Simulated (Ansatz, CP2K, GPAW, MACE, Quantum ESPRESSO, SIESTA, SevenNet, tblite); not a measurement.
# Which run comes nearest? Random rock-salt alloy of NbC and TiC (64 atoms)

The cell holds 64 atoms: 20 Ti, 32 C and 12 Nb. Cell: a = 8.762 Å, b = 8.762 Å, c = 8.762 Å, α = 90.0°, β = 90.0°, γ = 90.0°. It derives from NbC (rock-salt), repeated 2×2×2. Rock-salt NbC, 2 x 2 x 2 conventional cells, 20 of 32 Nb sites given to Ti at random (x = 0.625), lattice by Vegard's rule (a = 4.381 Å); not relaxed, displaced by a Gaussian of 0.02 Å. Then every atom was moved at random, 0.02 Å r.m.s. a Cartesian component.

Geometry: as built.

The reference, a calculation:

```
method                                           : Kohn-Sham DFT, PBE, PAW, plane waves (Ansatz 0.2.0); cutoff 420 eV, Γ point, fermi-dirac smearing of 0.05 eV; PAW set soft_2
r.m.s. force component                           : 0.5164 eV/Å
longest force                                    : 2.163 eV/Å
pressure                                         : 2.989 GPa
spacing of highest filled and lowest empty level : 0.3694 eV
SCF cycles                                       : 7
time                                             : 11 s on 4 threads of Arm Neoverse V1, shared host
CPU time                                         : 35 s
```

**Question.** The same geometry is run in other programs. How far does each lie from the reference, and what does it cost?
- CP2K PBE, DZVP-MOLOPT-SR, 800/50 Ry, diagonalisation (CP2K 2026.2; 4 MPI ranks)
- SevenNet 0 potential (SevenNet 0; 1 thread)
- SIESTA PBE, SZ, shift 0.01 Ry, mesh 500 Ry (SIESTA 5.4.2; 1 thread)
- QE PBE, gbrv-1.5, 40/200 Ry (Quantum ESPRESSO 7.5; 2 MPI ranks)
- QE PBE, sssp-1.3.0-efficiency, 45/360 Ry (Quantum ESPRESSO 7.5; 2 MPI ranks)
- SIESTA PBE, DZP, shift 0.01 Ry, mesh 500 Ry (SIESTA 5.4.2; 2 MPI ranks)
- CP2K PBE, SZV-MOLOPT-SR, 800/50 Ry, diagonalisation (CP2K 2026.2; 2 threads)
- MACE MP-0b2 small potential (MACE MP-0b2 small; 1 thread)
- tblite GFN1-xTB (tblite 0.8.0; 1 thread)
- SIESTA PBE, SZP, shift 0.01 Ry, mesh 500 Ry (SIESTA 5.4.2; 2 MPI ranks)

Differences are against the plane-wave reference, forces as r.m.s. over components; share is that over the reference's r.m.s. force, slope the least-squares factor from reference forces to these. Total energies of different programs have different zeros and aren't compared.

| run | Δ force, r.m.s. (meV/Å) | share (%) | slope | Δ pressure (GPa) | cores | CPU time | memory (GiB) |
| --- | --- | --- | --- | --- | --- | --- | --- |
| reference | - | - | - | - | 4 | 35 s | 0.96 |
| CP2K PBE, DZVP-MOLOPT-SR, 800/50 Ry, diagonalisation | 11.7 | 2.27 | 1.009 | -1.14 | 4 | 15 min | 6.0 |
| SevenNet 0 potential | 191 | 37.0 | 0.717 | 2.31 | 1 | 8.3 s | 0.98 |
| SIESTA PBE, SZ, shift 0.01 Ry, mesh 500 Ry (coarse) | 320 | 62.0 | 1.175 | -11.2 | 1 | 3.3 min | 0.9 |
| QE PBE, gbrv-1.5, 40/200 Ry | 4.54 | 0.879 | 0.998 | -0.383 | 2 | 6.2 min | 0.73 |
| QE PBE, sssp-1.3.0-efficiency, 45/360 Ry | 8.13 | 1.57 | 1.006 | -0.0446 | 2 | 7.6 min | 1.4 |
| SIESTA PBE, DZP, shift 0.01 Ry, mesh 500 Ry | 108 | 21.0 | 1.039 | 0.706 | 2 | 13 min | 2.0 |
| CP2K PBE, SZV-MOLOPT-SR, 800/50 Ry, diagonalisation (coarse) | 175 | 33.9 | 0.982 | -17.5 | 2 | 5.4 min | 2.9 |
| MACE MP-0b2 small potential | 186 | 35.9 | 0.797 | 3.63 | 1 | 7.1 s | 0.66 |
| tblite GFN1-xTB | 394 | 76.2 | 0.542 | -19.4 | 1 | 6 s | 0.12 |
| SIESTA PBE, SZP, shift 0.01 Ry, mesh 500 Ry (coarse) | 148 | 28.6 | 1.074 | 0.441 | 2 | 9.3 min | 1.8 |

Rows marked coarse were listed beforehand as settings not expected to be converged; some can still land near the reference.

Times of the machine-learned potentials are mostly Python's start and the loading of weights.

CPU time is summed over cores on a shared host, where runs went side by side, so it is rough. Symmetry, cutoffs, thresholds, outputs and thread counts weren't matched or tuned between programs; memory under MPI is the largest rank's times the ranks.

PBE on plane waves or a grid with other potentials, cutoffs or grids, coarse settings apart, differs from the reference by 0.88 % (QE PBE, gbrv-1.5, 40/200 Ry) to 1.6 % (QE PBE, sssp-1.3.0-efficiency, 45/360 Ry) of the r.m.s. force; this holds the reference's own error, so differences of a few per cent don't tell which side is nearer the exact PBE result (QE's 40 Ry are 544 eV, against the reference's 420 eV). The PBE runs in local orbitals, coarse settings apart, differ by 2.3 % (CP2K PBE, DZVP-MOLOPT-SR, 800/50 Ry, diagonalisation) to 21 % (SIESTA PBE, DZP, shift 0.01 Ry, mesh 500 Ry); basis, grid and potentials can all enter. Tight binding differs by 76 % (tblite GFN1-xTB); it is another model, with fitted parameters of its own, and the xTB methods hold dispersion. Machine-learned potentials differ by 36 % (MACE MP-0b2 small potential) to 37 % (SevenNet 0 potential); they were trained on other programs' data. The reference samples few k-points for this cell, and its sampling error, which other DFT runs on the same mesh share, can be part of so large a difference. Among those trained on PBE data the slope goes as low as 0.72, which softening far from their training structures can give, though the reference's k-sampling is untested too. Periodic xTB results under one method name differ between programs and library versions. Machine-learned potentials mimic data converged in k, so the reference's own k-point error enters their differences. The electronic-structure runs sample only Γ, in a cell whose shortest periodic width is 9 Å.

[Logs are printed without paths, hosts, clocks, repeated set-up lines and the standing remarks that a program may print on its own settings, such as how far it seeks lower states.]

[Hosts, paths, dates, database ids (printed as entryN), source tags and the programs' standing remarks are cut or masked in the printed files.]
